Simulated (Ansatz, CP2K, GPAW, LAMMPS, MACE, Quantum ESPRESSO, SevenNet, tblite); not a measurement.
**tblite runs on amorphous Ge (66 atoms)**

Aim: run amorphous Ge (66 atoms) in tblite and see how near its forces come to a plane-wave reference, and at what cost.

Program: tblite 0.8.0. Level of theory: the method is named at each step. Results are calculated unless marked as measured.

## Step 1: Set-up

The cell holds 66 atoms: 66 Ge. Its edges and angles: a = 11.531 Å, b = 11.531 Å, c = 11.531 Å, α = 90.0°, β = 90.0°, γ = 90.0°. 66 atoms (66 Ge) placed at random at 5.19 g/cm³, melted at 3500 K for 10 ps at fixed volume with the Tersoff potential (Tersoff, Phys. Rev. B 39, 5566 (1989)). Quenched from 3500 K to 300 K at 5 K/ps and fixed volume, held 5 ps, then minimised at fixed cell.

The yardstick, on the same geometry:

| Item | Value |
| --- | --- |
| method | Kohn-Sham DFT, PBE, SSSP efficiency 1.3.0 pseudopotentials, plane waves (Quantum ESPRESSO 7.5); sssp-pbe-1.3.0-efficiency, cutoffs 45/360 Ry, Γ point |
| r.m.s. force component | 0.2306 eV/Å |
| longest force | 0.7477 eV/Å |
| pressure | 2.79 GPa |
| time | 6 min on 4 MPI ranks of Intel Xeon Platinum 8259CL at 2.50GHz (Skylake/Cascade Lake), shared host |
| CPU time | 24 min |

## Step 2: GFN1-xTB

Method: GFN1-xTB tight binding, diagonalisation.

File run.py:

```python
import numpy as np
from ase.io import read
from tblite.ase import TBLite

atoms = read("structure.xyz")
atoms.calc = TBLite(method="GFN1-xTB", electronic_temperature=580, accuracy=1.0, max_iterations=250, mixer_damping=0.1, verbosity=1)
energy = atoms.get_potential_energy()
forces = atoms.get_forces()
print(f"energy {energy:.6f} eV")
print("forces (eV/A)")
for i, (a, f) in enumerate(zip(atoms, forces)):
    print(f"{i:4d} {a.symbol:2s} {f[0]:10.5f} {f[1]:10.5f} {f[2]:10.5f}")
stress = -atoms.get_stress(voigt=False) * 160.21766
print("stress (GPa, compression positive)")
for row in stress:
    print(" ".join(f"{x:10.4f}" for x in row))
print("charges (e)")
print(np.array2string(atoms.get_charges(), precision=4, suppress_small=True, max_line_width=110, threshold=100000))
```

File structure.xyz:

```xyz
66
Lattice="11.53150 0.00000 0.00000 0.00000 11.53150 0.00000 0.00000 0.00000 11.53150" Properties=species:S:1:pos:R:3 pbc="T T T"
Ge 8.95479 7.46249 11.02677
Ge 5.30172 0.69177 1.13389
Ge 3.77945 4.35579 9.07379
Ge 8.16349 11.32774 3.66794
Ge 11.45458 5.76771 8.79138
Ge 2.11384 8.92423 8.53446
Ge 5.20474 6.58137 9.39552
Ge 1.53450 5.97251 0.48894
Ge 6.99778 6.42893 1.66019
Ge 4.41622 0.09721 7.66660
Ge 5.71317 0.37339 3.61132
Ge 0.48917 3.46452 3.43028
Ge 0.89438 7.52926 10.13561
Ge 4.04513 10.06608 3.99959
Ge 2.78590 11.07093 9.44845
Ge 4.02380 10.39841 11.51340
Ge 2.44918 3.86040 11.16906
Ge 10.83592 7.78296 3.22963
Ge 3.09563 3.25488 3.73851
Ge 8.94072 1.27515 1.84769
Ge 1.09642 2.41170 7.15299
Ge 5.14432 9.36081 6.19357
Ge 6.04896 3.21348 0.30455
Ge 3.75074 5.63913 3.93339
Ge 10.83223 9.12453 11.01385
Ge 6.60409 10.06908 8.40692
Ge 1.81863 4.67176 7.67491
Ge 7.87705 3.44642 2.00740
Ge 10.34283 11.02181 9.35389
Ge 8.46078 8.90912 3.23620
Ge 7.41787 8.81018 0.88746
Ge 2.48942 6.29424 5.92638
Ge 3.45541 6.69888 1.71047
Ge 8.43806 4.24936 8.61599
Ge 6.20003 6.07226 3.98298
Ge 10.12270 10.18185 7.06823
Ge 7.71065 6.61770 9.00749
Ge 0.22867 11.34146 3.25361
Ge 9.05776 4.16599 6.15263
Ge 7.97403 0.26834 9.60908
Ge 10.23778 4.26077 10.31031
Ge 3.88323 7.67064 7.46688
Ge 11.28484 5.58517 2.16815
Ge 10.07484 6.41417 6.83322
Ge 5.29976 2.41297 5.11976
Ge 7.04494 8.08324 5.11214
Ge 7.21872 3.94089 4.44193
Ge 3.01180 9.11507 1.84585
Ge 2.93119 1.43971 5.86965
Ge 11.36764 1.74103 1.76524
Ge 10.04428 0.25934 5.13832
Ge 6.94139 2.54154 9.48454
Ge 7.54714 11.34215 0.41675
Ge 10.82877 2.61027 5.50791
Ge 5.11999 2.53485 7.84684
Ge 0.30535 7.37532 5.43295
[... 6 atom lines left out ...]
Ge 1.97823 10.95527 4.92199
Ge 3.72329 2.71671 1.37963
Ge 0.75151 0.99817 9.22428
Ge 9.24988 5.28108 0.88112
```

Launch:

```console
OMP_NUM_THREADS=1 python run.py > output.txt
```

Output:

```text
------------------------------------------------------------
  cycle        total energy    energy error   density error
------------------------------------------------------------
      1     -105.4768694422  -1.0537230E+02   3.7497778E-01
      2     -110.5869300105  -5.1100606E+00   2.3581389E-01
      3     -111.2414114575  -6.5448145E-01   1.9695103E-01
      4     -111.0887309492   1.5268051E-01   1.7888931E-01
      5     -111.0578783745   3.0852575E-02   5.4366452E-02
      6     -111.3955383269  -3.3765995E-01   1.6762576E-02
      7     -111.4066317780  -1.1093451E-02   9.9351790E-03
      8     -111.4117458228  -5.1140449E-03   7.5242158E-03
      9     -111.4124822937  -7.3647088E-04   4.7799962E-03
     10     -111.4126086743  -1.2638061E-04   1.3269307E-03
     11     -111.4127695623  -1.6088800E-04   6.1336440E-04
     12     -111.4127798524  -1.0290070E-05   4.9705869E-04
     13     -111.4127796710   1.8139440E-07   3.2865630E-04
     14     -111.4127795699   1.0109923E-07   1.4507447E-04
     15     -111.4127814216  -1.8516860E-06   6.0569900E-05
     16     -111.4127815016  -7.9999438E-08   4.9307928E-05
     17     -111.4127814960   5.5919713E-09   2.8413084E-05
     18     -111.4127815052  -9.1872323E-09   1.0756076E-05
------------------------------------------------------------
 total:                                  18.426 sec
energy -3031.696206 eV
forces (eV/A)
   0 Ge    0.02421    0.18653    0.27908
   1 Ge   -0.11153    0.04021    0.22312
   2 Ge   -0.01603   -0.23255   -0.03316
   3 Ge   -0.24071    0.22257    0.20413
   4 Ge   -0.00563    0.23419   -0.06718
   5 Ge    0.08196   -0.02161    0.24477
   6 Ge    0.11460    0.28590    0.12813
   7 Ge   -0.14088   -0.00019   -0.16121
   8 Ge    0.09324    0.31749    0.11769
   9 Ge    0.22527    0.33181    0.06173
  10 Ge    0.01438    0.05932   -0.14331
  11 Ge   -0.19589    0.39694   -0.09363
  12 Ge    0.21944    0.01779   -0.17673
  13 Ge   -0.06172   -0.28649    0.09364
  14 Ge    0.03785    0.22156    0.19780
  15 Ge   -0.11255   -0.02235   -0.06770
  16 Ge    0.00142   -0.11270   -0.15438
  17 Ge   -0.08123   -0.42554    0.03891
  18 Ge    0.06889   -0.18467   -0.10943
  19 Ge    0.01146    0.02233    0.11516
  20 Ge   -0.18361   -0.25049    0.09805
  21 Ge    0.13886   -0.11615   -0.25695
  22 Ge   -0.25709    0.26233    0.26304
  23 Ge    0.00917    0.14235   -0.24945
[...]
58 Ge   -0.19031    0.07048    0.00051
  59 Ge    0.15489   -0.26721   -0.07907
  60 Ge    0.12354   -0.22276   -0.11051
  61 Ge   -0.19673   -0.21673    0.15581
  62 Ge    0.14648    0.16814   -0.38017
  63 Ge    0.38988   -0.39853   -0.11014
  64 Ge    0.05680   -0.07795   -0.05957
  65 Ge   -0.06369   -0.12715   -0.14589
stress (GPa, compression positive)
    4.6152     0.1744     0.2857
    0.1744     4.6328     0.8718
    0.2857     0.8718     2.5561
charges (e)
[ 0.0246  0.0276  0.04   -0.0312 -0.0472 -0.0465  0.0081 -0.0151  0.1394 -0.0246 -0.0074 -0.0132 -0.0398
 -0.0601 -0.0433 -0.0287 -0.024  -0.0315  0.0622 -0.0619 -0.0259  0.0817  0.0116 -0.0264  0.0334  0.0513
 -0.0427 -0.006   0.0327  0.0543 -0.0866  0.0361 -0.0293 -0.0095 -0.041  -0.0178  0.0475 -0.0177  0.0064
 -0.0349 -0.012  -0.0305  0.0052  0.0201  0.0679 -0.0447 -0.0079  0.0523  0.0655 -0.0323  0.0303 -0.0018
  0.0608  0.0019 -0.0121 -0.0589 -0.0169  0.0058  0.0045  0.037   0.0363  0.0138 -0.0423  0.0097  0.0098
 -0.0064]
```

Run time: 19 s. Hardware: 1 thread of Intel Xeon Platinum 8259CL at 2.50GHz (Skylake/Cascade Lake), shared host; peak memory 0.14 GiB.

Banners, paths, timers and routine set-up lines are dropped from the logs unmarked, and long logs keep their key lines alone; longer cuts are marked.

Numbers from this run, and their distance from the reference:

```yaml
r_m_s_force_component: 0.1796 eV/Å
r_m_s_difference_of_force_components: 122.2 meV/Å
longest_difference_of_force_vectors: 513.5 meV/Å
force_difference_over_r_m_s_force: 52.99 %
slope_of_forces_against_the_reference_s: 0.6631
correlation_of_force_components: 0.8511
pressure: 3.935 GPa
pressure_difference: 1.145 GPa
```

Local excerpt of 9 atoms (numbers count through the whole input) about Ge7, which has 5 bonded neighbours where the commonest count for Ge is 4; x, y, z are measured from there.

| atom | x | y | z | distance (Å) | bonds | Mulliken charge (e) | Fx | Fy | Fz (eV/Å) |
| --- | --- | --- | --- | --- | --- | --- | --- | --- | --- |
| Ge7 | 0.00 | 0.00 | 0.00 | 0.00 | 5 | 0.01 | 0.115 | 0.286 | 0.128 |
| Ge61 | 0.00 | -0.93 | 2.36 | 2.53 | 4 | 0.04 | 0.124 | -0.223 | -0.111 |
| Ge37 | 2.51 | 0.04 | -0.39 | 2.54 | 4 | 0.05 | -0.168 | -0.115 | 0.052 |
| Ge42 | -1.32 | 1.09 | -1.93 | 2.58 | 4 | -0.03 | 0.278 | -0.108 | -0.147 |
| Ge58 | 0.51 | 2.32 | 1.08 | 2.61 | 4 | 0.01 | -0.308 | 0.137 | -0.128 |
| Ge3 | -1.43 | -2.23 | -0.32 | 2.66 | 4 | 0.04 | -0.016 | -0.233 | -0.033 |
| Ge26 | 1.40 | 3.49 | -0.99 | 3.89 | 5 | 0.05 | -0.484 | 0.085 | -0.034 |
| Ge6 | -3.09 | 2.34 | -0.86 | 3.97 | 4 | -0.05 | 0.082 | -0.022 | 0.245 |
| Ge34 | 3.23 | -2.33 | -0.78 | 4.06 | 4 | -0.01 | 0.167 | -0.245 | -0.140 |

Atoms are counted from 1 here, from 0 in the log.

Forces lie 53 % from the reference's, at 0.013 times its CPU time (on 1 against 4 cores).

## Step 3: What came out

```yaml
force_difference_from_the_reference: tblite GFN1-xTB, 53 %
its_cpu_time: 19 s
```

Tight binding differs by 53 % (tblite GFN1-xTB); it is another model, with fitted parameters of its own, and the xTB methods hold dispersion. One electronic-structure run takes under half the reference's CPU time: tblite GFN1-xTB, at 53 % in 19 s against 24 min. Periodic xTB results under one method name differ between programs and library versions. The reference's pressure holds the uncorrected Pulay stress of its 45 Ry basis, so small pressure differences, and their order, may be the reference's own error. The quench rate of 5 K/ps is many orders above laboratory rates, so the cell is likely richer in defects and strain than a real sample. The network of bonds at the start is that of the classical potential that made the cell, and needn't be the one that DFT or experiment would give. The reference's pressure of 2.8 GPa belongs to a cell and atoms that aren't relaxed at this level. The electronic-structure runs sample only Γ, in a cell whose shortest periodic width is 12 Å, which is coarse for a cell with partly filled levels.

[Also dropped from logs without a mark: logging warnings of Python, and SIESTA's first energy breakdown and zero terms.]

[Logs are printed without paths, hosts, clocks, repeated set-up lines and the standing remarks that a program may print on its own settings, such as how far it seeks lower states.]

[Hosts, paths, dates, database ids (printed as entryN), source tags and the programs' standing remarks are cut or masked in the printed files.]
